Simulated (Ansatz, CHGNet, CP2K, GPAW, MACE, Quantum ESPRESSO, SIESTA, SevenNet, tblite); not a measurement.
# What went wrong? SIESTA on random rutile alloy of IrO2 and SiO2 (96 atoms)

Program: SIESTA 5.4.2, a calculation on a cell of 16 Si, 64 O and 16 Ir, 9.13 Å³ an atom.

input.fdf

```
SystemLabel cell
NumberOfAtoms 96
NumberOfSpecies 3
%block ChemicalSpeciesLabel
  1 14 Si
  2 8 O
  3 77 Ir
%endblock ChemicalSpeciesLabel
LatticeConstant 1.0 Ang
%block LatticeVectors
  8.67700 0.00000 0.00000
  0.00000 8.67700 0.00000
  0.00000 0.00000 11.63800
%endblock LatticeVectors
PAO.BasisSize DZP
PAO.EnergyShift 0.01 Ry
XC.Functional GGA
XC.Authors PBE96
MeshCutoff 500 Ry
%block kgrid_Monkhorst_Pack
  1 0 0 0.0
  0 1 0 0.0
  0 0 1 0.0
%endblock kgrid_Monkhorst_Pack
SolutionMethod diagon
OccupationFunction FD
ElectronicTemperature 580 K
SCF.Mixer.Method Pulay
SCF.Mixer.Weight 0.05
SCF.Mixer.History 8
SCF.Mix Hamiltonian
MaxSCFIterations 60
SCF.DM.Tolerance 1e-04
SCF.H.Tolerance 1.0e-3 eV
WriteForces T
Write.HirshfeldPop T
Write.VoronoiPop T
Write.DM F
Write.H F
XML.Write F
AtomicCoordinatesFormat Fractional
%block AtomicCoordinatesAndAtomicSpecies
  0.01742 0.01099 0.00359 1
  0.24768 0.24184 0.12526 1
  0.14278 0.14045 0.98668 2
  0.33844 0.35651 0.01146 2
  0.10986 0.41512 0.13291 2
  0.40971 0.10020 0.12907 2
  0.99583 0.00065 0.25595 3
  0.25912 0.24060 0.36626 3
  0.15283 0.14961 0.25628 2
  0.33470 0.33990 0.24504 2
[... 82 atom lines left out ...]
  0.64263 0.64652 0.76036 2
  0.84252 0.84793 0.74914 2
  0.61521 0.91320 0.89068 2
  0.91195 0.59612 0.88276 2
%endblock AtomicCoordinatesAndAtomicSpecies
```

Started as:

```console
$ OMP_NUM_THREADS=1 mpirun -np 4 siesta < input.fdf > output.txt
```

What it wrote:

```text
Version         : 5.4.2
reinit: System Name:
reinit: System Label: cell
initatom: Reading input for the pseudopotentials and atomic orbitals ----------
Species number:   1 Atomic number:   14 Label: Si
Species number:   2 Atomic number:    8 Label: O
Species number:   3 Atomic number:   77 Label: Ir
Ground state valence configuration (from tables):   3s02  3p02  3d00  4f00
Ground state valence configuration (from tables):   2s02  2p04  3d00  4f00
Ground state valence configuration (from tables):   6s02  6p00  5d07  5f00
---- Processing specs for species: Si
GGA--PBE XC_GGA_X_PBE--XC_GGA_C_PBE pb
---- Processing specs for species: O
GGA--PBE XC_GGA_X_PBE--XC_GGA_C_PBE pb
---- Processing specs for species: Ir
GGA--PBE XC_GGA_X_PBE--XC_GGA_C_PBE pb
Semicore shell(s) with  8 electrons included in the valence for Ir
Semicore shell(s): 5s 5p
Fallback to non-perturbative polarization scheme for Ir
Please see the manual if this is not desired in principle
Si pseudopotential only contains V_ls up to l=2 -- lmxkb reset.
O pseudopotential only contains V_ls up to l=2 -- lmxkb reset.
Using PAO.SplitTailNorm
atom: Called for Si                    (Z =  14)
Maximum radius (at nrval) set to   50.00000 8518
read_vps: Pseudopotential generation method:
read_vps: ONCVPSP-3.Hamann oncvpsp
Valence charge in pseudo generation:    4.00000
read_vps: Pseudopotential includes a core correction:
read_vps: Pseudo-core for xc-correction
xc_check: Exchange-correlation functional:
xc_check: GGA PBE96
xc_check: WARNING: Pseudopotential generated with GGA PBE functional
GGAXC: Unknown author PBE96
GGAXC: Unknown author PBE96
Stopping Program from Node:    0
Stopping Program from Node:    0
```

The job ended after 0.56 s (4 MPI ranks of Arm Neoverse V2, shared host; peak memory 0.41 GiB).

Banners, paths, timers and routine set-up lines are dropped from the logs unmarked, and long logs keep their key lines alone; longer cuts are marked.

**Question.** Which part of the input is at fault, and how is it mended?

An unknown functional: functional PBE96.

The program stopped at the start.

[Also dropped from logs without a mark: logging warnings of Python, and SIESTA's first energy breakdown and zero terms.]

[Logs are printed without paths, hosts, clocks, repeated set-up lines and the standing remarks that a program may print on its own settings, such as how far it seeks lower states.]

[Hosts, paths, dates, database ids (printed as entryN), source tags and the programs' standing remarks are cut or masked in the printed files.]
